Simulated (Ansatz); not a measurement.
# What CaTiSe3 (model cell, started as cubic perovskite with Ti in the octahedra) distorts into, part 2 of 3

Aim: this structure of CaTiSe3 (model cell, started as cubic perovskite with Ti in the octahedra) is to be tested for unstable modes, and one is followed downhill.

Ansatz 0.2.0; DFT PBEsol, scalar-relativistic, plane waves, PAW; PAW set soft_1.

So far, highest frequency on the path or at a solved wavevector (cm⁻¹): step 2 (response at finite wavevector) 288. Also lowest frequency on the path (cm⁻¹): step 2 -104.

The structure was built from a prototype and need not be the compound's stable phase.

### Step 4. The mode frozen in, largest atomic shift 0.6 Å

The atoms are moved along the unstable eigenvector, the largest shift by 0.6 Å, with the cell fixed.

input.yaml

```yaml
crystal:
  lattice:
    - [4.9205037157, 4.9205037157, 0.0]
    - [4.9205037157, 0.0, 4.9205037157]
    - [4.9205037157, 0.0, -4.9205037157]
  atoms:
    - { symbol: Ca, position: [0.0, 0.0, 0.0] }
    - { symbol: Ca, position: [0.0, 0.5, 0.5] }
    - { symbol: Ti, position: [0.5, 0.25, 0.75] }
    - { symbol: Ti, position: [0.5, 0.75, 0.25] }
    - { symbol: Se, position: [0.4137762934, 0.0862237066, 0.0862237066] }
    - { symbol: Se, position: [0.5862237066, 0.4137762934, 0.4137762934] }
    - { symbol: Se, position: [0.0, 0.5431118533, -0.0431118533] }
    - { symbol: Se, position: [0.0, -0.0431118533, 0.5431118533] }
    - { symbol: Se, position: [0.5, -0.0431118533, 0.5431118533] }
    - { symbol: Se, position: [0.5, 0.5431118533, -0.0431118533] }
kpoints:
  mp_grid: { grid: [8, 8, 8] }
hamiltonian:
  xc: pbesol
  pseudopotentials: { kind: paw, azcp: { folder: soft_1 }, xc_functional: pbe }
scf:
  occupations: { method: methfessel_paxton, width: 0.2 }
output:
  forces: true
  stress: true
  eigenvalues: true
```

Launch:

```sh
> ansatz run input.yaml --threads 4 --pin off --max-ram 16384MiB --backend cpu --events-out ev --progress --plain --runs-dir out
```

Numbers of over 12 decimals in the logs are rounded to 6 here.

What it wrote:

```text
[...]
Crystal: 10 atoms, lattice volume = 238.264 Å³
Basis set: ecut = 420 eV, 4645 PW (Γ), exchange–correlation on 96×96×96 points (8 copies of the dense FFT grid, shifted against one another)
Bands: 84, of which v1, the nominal top of the filled ones, is band 70 counted from 1 (69 counted from 0)
Symmetry: 8 space group operations
[...]
k-points: 95 of 512
[...]
k-point 0: bands = [... 66 lower, 7.9573, 7.9902, 8.2873, 8.3129, 8.3135, 8.3353, 8.9146, 9.2431, ... 10 higher]
  k-point 1: bands = [... 66 lower, 7.7639, 7.9670, 8.1126, 8.2941, 8.4584, 8.5667, 8.8803, 9.3944, ... 10 higher]
  k-point 2: bands = [... 66 lower, 7.6280, 7.7137, 8.0488, 8.2301, 8.6767, 8.7775, 8.9850, 9.5734, ... 10 higher]
  k-point 94: bands = [... 66 lower, 6.9390, 6.9390, 7.5252, 7.5252, 9.2391, 9.2391, 9.4176, 9.4176, ... 10 higher]
[key lines of the parts left out:]
SCF converged after 12 iterations
Free energy (F): -41093.417278 eV
Fermi energy:    8.438257 eV
P = ⅓ Tr σ = -1.6539 GPa (-16.539 kbar)
```

It took 49 s on 4 threads of Arm Neoverse V1, shared host; peak memory 1.6 GiB; 3.2 min of CPU time.

This step gave:

* pressure: -1.654 GPa
* energy from the undistorted cell: -134.1 meV/atom

The energy, extrapolated to zero smearing, is -134.11 meV/atom against the undistorted cell.

The run ends at a pressure of -1.65 GPa, with forces up to 0.51 eV/Å.

### Step 5. Energy along the mode, all amplitudes (two of the runs are shown above)

An imaginary frequency means negative curvature, so the energy should fall and then rise again as anharmonic terms take over.

This step gave:

```yaml
depth_at_the_lowest_point_sampled: 134.1 meV/atom
largest_atomic_shift_at_that_point: 0.6 Å
```

Energy from the parent against largest atomic shift:

| largest atomic shift (Å) | energy from the parent (meV/atom) |
| --- | --- |
| 0.000 | 0 |
| 0.040 | -0.924 |
| 0.080 | -3.69 |
| 0.140 | -11.2 |
| 0.220 | -27.2 |
| 0.320 | -54.7 |
| 0.450 | -95.0 |
| 0.600 | -134 |

Displacement at unit largest shift by atom:

| atom | x (Å) | y (Å) | z (Å) | size |
| --- | --- | --- | --- | --- |
| Ca1 | 0.000 | 0.000 | 0.000 | 0.000 |
| Ca2 | 0.000 | 0.000 | 0.000 | 0.000 |
| Ti3 | 0.000 | 0.000 | 0.000 | 0.000 |
| Ti4 | 0.000 | 0.000 | 0.000 | 0.000 |
| Se5 | 0.707 | -0.707 | 0.000 | 1.000 |
| Se6 | -0.707 | 0.707 | 0.000 | 1.000 |
| Se7 | 0.000 | 0.000 | 0.707 | 0.707 |
| Se8 | 0.000 | 0.000 | -0.707 | 0.707 |
| Se9 | 0.000 | 0.000 | -0.707 | 0.707 |
| Se10 | 0.000 | 0.000 | 0.707 | 0.707 |

The lowest of the steps tried is the last one, at 0.6 Å, 134 meV/atom below the parent; the bottom of the well need not coincide with a step.

### Step 6. Relaxing from the distorted cell

Starting from the lowest point found, all atoms and the cell are let go, so that strain and other modes of the same symmetry can join in.

Edit input.yaml of step 4 so:

```diff
@@ -27 +27,6 @@
   eigenvalues: true
+relax:
+  adjacent_minimum: "off"
+  f_tol: 0.002
+  max_steps: 120
+  cell: { stress_tol: 0.03 }
```

What it wrote:

```text
[...]
Crystal: 10 atoms, lattice volume = 238.264 Å³
Basis set: ecut = 420 eV, 4645 PW (Γ), exchange–correlation on 96×96×96 points (8 copies of the dense FFT grid, shifted against one another)
Bands: 84, of which v1, the nominal top of the filled ones, is band 70 counted from 1 (69 counted from 0)
Symmetry: 8 space group operations
[...]
k-points: 95 of 512
[...]
SCF iter   1: F=—  HF=-41098.382302 eV  |F-HF|=—  |Δ(HF+E_count)|=         —  Δρ=9.26e-2  dr2=3.88e1  ethr=3.10e-3  ⟨swp⟩=7.3  Hψ=30775  notcnv=0
[...]
SCF iter  12: F=-41093.417278 eV  HF=-41093.417278 eV  |F-HF|=2.50e-9  |Δ(HF+E_count)|=   4.67e-8  S|Δr|=    0.00e0  Δρ=1.86e-6  dr2=1.33e-8  ethr=5.44e-11  ⟨swp⟩=4.1  Hψ=27944  notcnv=0
SCF 1 converged in 12 iterations: F = -41093.417278 eV  dr2 = 1.33e-8
[...]
relax step   1: F+E_penalty+E_count = -41093.41727817 eV  Δ(F+E_penalty+E_count) = +0.000e0 eV  max|allowed force component| = 5.120e-1 eV/Å  Δτ_max = 0.0000 Å  P = -1.654 GPa  Ω = 238.264 Å³  (12 SCF iters, dr2 threshold 1.00e-7 eV, accepted)
Crystal: 10 atoms, lattice volume = 229.429 Å³
Basis set: ecut = 420 eV, 4481 PW (Γ), exchange–correlation on 96×96×96 points (8 copies of the dense FFT grid, shifted against one another)
[...]
SCF iter  10: F=-41093.851893 eV  HF=-41093.851893 eV  |F-HF|=3.65e-7  |Δ(HF+E_count)|=   2.66e-7  S|Δr|=    0.00e0  Δρ=1.06e-5  dr2=6.94e-7  ethr=7.14e-10  ⟨swp⟩=5.7  Hψ=35818  notcnv=0
SCF 2 converged in 10 iterations: F = -41093.851893 eV  dr2 = 6.94e-7
[...]
relax step   2: F+E_penalty+E_count = -41093.85189291 eV  Δ(F+E_penalty+E_count) = -4.346e-1 eV  max|allowed force component| = 1.668e-1 eV/Å  Δτ_max = 0.1784 Å  P = -0.055 GPa  Ω = 229.429 Å³  energy of the carried Pulay correction = +7.251e-4 eV  (10 SCF iters, dr2 threshold 1.00e-6 eV, accepted)
Basis set: ecut = 420 eV, 4499 PW (Γ), exchange–correlation on 96×96×96 points (8 copies of the dense FFT grid, shifted against one another)
[...]
SCF iter   9: F=-41093.872115 eV  HF=-41093.872116 eV  |F-HF|=1.02e-6  |Δ(HF+E_count)|=   6.43e-7  S|Δr|=    0.00e0  Δρ=1.56e-5  dr2=9.11e-7  ethr=7.14e-10  ⟨swp⟩=7.9  Hψ=39001  notcnv=0
SCF 3 converged in 9 iterations: F = -41093.872115 eV  dr2 = 9.11e-7
relax step   3: F+E_penalty+E_count = -41093.87211506 eV  Δ(F+E_penalty+E_count) = -2.022e-2 eV  max|allowed force component| = 1.485e-1 eV/Å  Δτ_max = 0.1030 Å  P = +0.176 GPa  Ω = 229.429 Å³  energy of the carried Pulay correction = +7.251e-4 eV  (9 SCF iters, dr2 threshold 1.00e-6 eV, accepted)
[...]
relax step   4: F+E_penalty+E_count = -41093.88617091 eV  Δ(F+E_penalty+E_count) = -1.406e-2 eV  max|allowed force component| = 2.396e-2 eV/Å  Δτ_max = 0.0319 Å  P = +0.013 GPa  Ω = 230.020 Å³  energy of the carried Pulay correction = +6.758e-4 eV  (8 SCF iters, dr2 threshold 1.00e-6 eV, accepted)
[...]
relax step   5: F+E_penalty+E_count = -41093.88654018 eV  Δ(F+E_penalty+E_count) = -3.693e-4 eV  max|allowed force component| = 1.010e-2 eV/Å  Δτ_max = 0.0086 Å  P = -0.016 GPa  Ω = 230.165 Å³  energy of the carried Pulay correction = +6.637e-4 eV  (8 SCF iters, dr2 threshold 5.08e-8 eV, accepted)
[...]
relax step   6: F+E_penalty+E_count = -41093.88668238 eV  Δ(F+E_penalty+E_count) = -1.422e-4 eV  max|allowed force component| = 1.721e-3 eV/Å  Δτ_max = 0.0048 Å  P = +0.001 GPa  Ω = 230.105 Å³  energy of the carried Pulay correction = +6.687e-4 eV  (8 SCF iters, dr2 threshold 1.44e-8 eV, accepted)
[...]
SCF iter   7: F=-41093.885955 eV  HF=-41093.885955 eV  |F-HF|=1.46e-11  |Δ(HF+E_count)|=  1.46e-11  S|Δr|=    0.00e0  Δρ=7.07e-8  dr2=3.14e-11  ethr=1.00e-12  ⟨swp⟩=4.4  Hψ=25646  notcnv=0
SCF 7 converged in 7 iterations: F = -41093.885955 eV  dr2 = 3.14e-11
relax step   7: F+E_penalty+E_count = -41093.88595493 eV  Δ(F+E_penalty+E_count) = +7.275e-4 eV  max|allowed force component| = 1.632e-3 eV/Å  Δτ_max = 0.0000 Å  P = +0.003 GPa  Ω = 230.105 Å³  stress off target by 1.26e-2 GPa  SCF on the basis re-selected at this cell (its energy is not comparable with the rows above)  (7 SCF iters)
basis re-selected at this cell: Δ(F+E_penalty+E_count) = +7.275e-4 eV, ΔP = +0.002 GPa vs the last step (what re-selecting the basis moved, of the pressure what is left beyond the Pulay correction that the steps carried, after the strain that the cell walked since its last selection, with what the two solves' SCF thresholds leave and, on support functions, any second-order correction that the steps lacked; it is no m [...]
SCF converged after 7 iterations
[...]
Free energy (F): -41093.885955 eV
[...]
Internal energy: -41093.894310 eV  (E = F + TS)
E sigma→0 (E₀):  -41093.888044 eV
Entropy (-TS):   0.008355 eV (0.836 meV/atom)
Fermi energy:    8.680567 eV
[...]
--- Forces (eV/Å), atoms counted from 1 ---
  atom   1  Ca    -0.00007977     0.00007977     0.00000000
  atom   2  Ca     0.00007977    -0.00007977     0.00000000
  atom   3  Ti    -0.00000000     0.00000000     0.00000000
  atom   4  Ti    -0.00000000    -0.00000000     0.00000000
  atom   5  Se    -0.00163217     0.00163217     0.00000000
  atom   6  Se     0.00163217    -0.00163217     0.00000000
  atom   7  Se    -0.00000000     0.00000000    -0.00031050
  atom   8  Se     0.00000000    -0.00000000     0.00031050
  atom   9  Se    -0.00000000    -0.00000000     0.00031050
  atom  10  Se    -0.00000000     0.00000000    -0.00031050
  max |Σ_I F_I| component: 4.68e-19 eV/Å
--- Stress (GPa, compression-positive) ---
        0.008983      -0.003595      -0.000000
       -0.003595       0.008983       0.000000
       -0.000000       0.000000      -0.007861
  P = ⅓ Tr σ = 0.0034 GPa (0.034 kbar)
--- Band table (eV; the first three rows and the last of 95) ---
  k-point 0: bands = [... 66 lower, 8.0761, 8.1003, 8.6343, 8.7531, 8.7944, 8.8320, 9.1959, 9.4544, ... 10 higher]
  k-point 1: bands = [... 66 lower, 7.9146, 8.3145, 8.4189, 8.6328, 8.7389, 8.9986, 9.2500, 9.6223, ... 10 higher]
  k-point 2: bands = [... 66 lower, 7.9384, 8.0861, 8.3089, 8.4571, 8.9336, 9.1892, 9.3887, 9.8541, ... 10 higher]
  k-point 94: bands = [... 66 lower, 7.3508, 7.3508, 7.8112, 7.8112, 9.5981, 9.5981, 9.6418, 9.6418, ... 10 higher]
--- Relaxed structure (6 steps of the walk, 6 accepted, 1 SCFs on fresh bases) ---
  F+E_penalty+E_count = -41093.88595493 eV   max|allowed force component| = 1.632e-3 eV/Å   (the final SCF, on the basis selected at the relaxed cell)
  cell:  # Å, volume = 230.1049 Å³
    - [4.886996, 4.886996, 0.0]
    - [4.899788, -0.012792, 4.792302]
    - [4.899788, -0.012792, -4.792302]
  atoms:
    - { symbol: Ca, position: [0.027720, -0.027720, -0.027720] }
    - { symbol: Ca, position: [-0.027720, 0.527720, 0.527720] }
    - { symbol: Ti, position: [0.5, 0.250000, 0.750000] }
    - { symbol: Ti, position: [0.5, 0.750000, 0.250000] }
    - { symbol: Se, position: [0.385360, 0.114640, 0.114640] }
    - { symbol: Se, position: [0.614640, 0.385360, 0.385360] }
    - { symbol: Se, position: [4.336808689942018e-19, 0.561995, -0.061995] }
    - { symbol: Se, position: [4.336808689942018e-19, -0.061995, 0.561995] }
    - { symbol: Se, position: [0.500000, -0.061995, 0.561995] }
    - { symbol: Se, position: [0.500000, 0.561995, -0.061995] }
```

The job ended after 5.1 min (4 threads; peak memory 1.7 GiB; 20 min of CPU time).

Relaxation path:

| step | energy less that of the first step (eV) | largest force component (eV/Å) | pressure (GPa) | volume (Å³) |
| --- | --- | --- | --- | --- |
| 1 | 0.0000 | 0.5120 | -1.65 | 238.26 |
| 2 | -0.4346 | 0.1668 | -0.06 | 229.43 |
| 3 | -0.4548 | 0.1485 | 0.18 | 229.43 |
| 4 | -0.4689 | 0.0240 | 0.01 | 230.02 |
| 5 | -0.4693 | 0.0101 | -0.02 | 230.16 |
| 6 | -0.4694 | 0.0017 | 0.00 | 230.10 |
| 7* | -0.4687 | 0.0016 | 0.00 | 230.10 |

Relaxation steps marked * repeat the geometry before them on a plane-wave basis chosen anew for their cell, so energy and pressure can jump there.

Forces are held to the 8 operations that the run works with; a distortion that breaks them can't arise in this run.

| conventional cell, symmetrised | before | after | change |
| --- | --- | --- | --- |
| a (Å) | 6.959 | 6.911 | -0.7 % |
| b (Å) | 9.841 | 9.585 | -2.6 % |
| c (Å) | 6.959 | 6.947 | -0.2 % |
| volume (Å³/atom) | 23.83 | 23.01 | -3.4 % |

The atoms that moved most (Å, as changes of fractional coordinates times the final cell):

| atom | dx | dy | dz | length |
| --- | --- | --- | --- | --- |
| Se5 | 0.140 | -0.140 | 0.000 | 0.197 |
| Se6 | -0.140 | 0.140 | 0.000 | 0.197 |
| Ca2 | 0.136 | -0.136 | 0.000 | 0.193 |
| Ca1 | -0.136 | 0.136 | 0.000 | 0.193 |
| Se10 | 0.000 | 0.000 | 0.181 | 0.181 |
| Se9 | 0.000 | 0.000 | -0.181 | 0.181 |
| Se7 | 0.000 | 0.000 | 0.181 | 0.181 |
| Se8 | 0.000 | 0.000 | -0.181 | 0.181 |

Numbers from this step:

| Property | Result |
| --- | --- |
| pressure | 0.003368 GPa |
| volume per atom | 23.01 Å³ |

The distorted start has space group Imma; the relaxation ends in Imma.

### Step 7. The new phase in its own primitive cell

The relaxed structure is symmetrised, reduced to its primitive cell and relaxed tightly, as its phonons need.

input.yaml, the sections that differ from step 6:

```yaml
crystal:
  lattice:
    - [-3.4556280857, 4.7923021791, 3.4737190937]
    - [3.4556280857, -4.7923021791, 3.4737190937]
    - [3.4556280857, 4.7923021791, -3.4737190937]
  atoms:
    - { symbol: Ca, position: [0.7222801958, 0.9722801958, 0.75] }
    - { symbol: Ca, position: [0.2777198042, 0.0277198042, 0.25] }
    - { symbol: Ti, position: [0.5, 0.5, 0.0] }
    - { symbol: Ti, position: [0.0, 0.5, 0.5] }
    - { symbol: Se, position: [0.8646401581, 0.6146401581, 0.25] }
    - { symbol: Se, position: [0.1353598419, 0.3853598419, 0.75] }
    - { symbol: Se, position: [0.6880045888, 0.0, 0.1880045888] }
    - { symbol: Se, position: [0.3119954112, 0.0, 0.8119954112] }
    - { symbol: Se, position: [0.3119954112, 0.5, 0.3119954112] }
    - { symbol: Se, position: [0.6880045888, 0.5, 0.6880045888] }
relax:
  adjacent_minimum: "off"
  f_tol: 0.001
  max_steps: 60
  cell: { stress_tol: 0.01 }
# kpoints, hamiltonian, scf, output: as in step 6
```

What it wrote:

```text
[...]
Crystal: 10 atoms, lattice volume = 230.105 Å³
Basis set: ecut = 420 eV, 4513 PW (Γ), exchange–correlation on 96×96×96 points (8 copies of the dense FFT grid, shifted against one another)
Bands: 84, of which v1, the nominal top of the filled ones, is band 70 counted from 1 (69 counted from 0)
Symmetry: 8 space group operations
[...]
k-points: 95 of 512
[...]
- { symbol: Ti, position: [0.5, 0.5, 0] }
    - { symbol: Ti, position: [0, 0.5, 0.5] }
    - { symbol: Se, position: [0.864566, 0.614566, 0.25] }
    - { symbol: Se, position: [0.135434, 0.385434, 0.75] }
    - { symbol: Se, position: [0.688017, 5.551115123125783e-17, 0.188017] }
    - { symbol: Se, position: [0.311983, 0.0, 0.811983] }
    - { symbol: Se, position: [0.311983, 0.5, 0.311983] }
    - { symbol: Se, position: [0.688017, 0.5, 0.688017] }
[key lines of the parts left out:]
SCF converged after 5 iterations
Free energy (F): -41093.885957 eV
Fermi energy:    8.679802 eV
P = ⅓ Tr σ = -0.0022 GPa (-0.022 kbar)
```

Run time: 2.1 min. Hardware: 4 threads; peak memory 1.6 GiB.

Little changed from the start: no atom moved by 0.005 Å and no cell edge by 0.1 %.

Numbers from this step:

```yaml
pressure: -0.002155 GPa
```

The largest force component left is 0.52 meV/Å and the pressure is -0.002 GPa, within the tolerances set. The cell now holds 23.01 Å³/atom.

[end of part 2 of 3]

[Logs are printed without paths, hosts, clocks, repeated set-up lines and the standing remarks that a program may print on its own settings, such as how far it seeks lower states.]

[Hosts, paths, dates, database ids (printed as entryN), source tags and the programs' standing remarks are cut or masked in the printed files.]
